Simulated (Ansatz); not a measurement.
Rows from a G0W0 calculation on SiO2 (Stishovite) (Ansatz 0.2.0; G0W0 on PBE (exact-exchange fraction 0.35), plane waves, PAW; PAW set soft_1; 4×4×6 mesh, 194 empty bands, screening to 150 eV, PAW set soft_1 files), in eV. Spin-orbit coupling is left out.

```csv
row,k,band,start,Σx,Σc at the solution,Vxc
A,Γ,v1,8.055,-28.278,3.968,-24.747
B,Γ,c2,18.730,-7.354,-4.088,-11.786
C,Γ,v2,7.248,-27.825,3.714,-24.487
D,Γ,c1,17.759,-13.344,-3.993,-17.946
```

Work out each quasiparticle level and how far it moved.

The quasiparticle equation reads E = start + Σx + Σc(E) − Vxc.

```csv
row,E (eV),shift (eV)
A,8.492,+0.438
B,19.073,+0.344
C,7.625,+0.377
D,18.369,+0.610
```

The gap over the computed points goes from 9.70 eV to 9.88 eV.

Limits: not at the basis limit; coarse k mesh.

[Paths, hosts, dates, memory and timing lines, banners, echoed tables and standing remarks are left out of the program output.]

[Logs are printed without paths, hosts, clocks, repeated set-up lines and the standing remarks that a program may print on its own settings, such as how far it seeks lower states.]

[Runs of the session that timed out or met a known fault of the program may be left out.]

[Cells called generated may have been cut or substituted from an entry of the Crystallography Open Database or the Materials Project.]

[Hosts, paths, dates, database ids (printed as entryN), source tags and the programs' standing remarks are cut or masked in the printed files.]
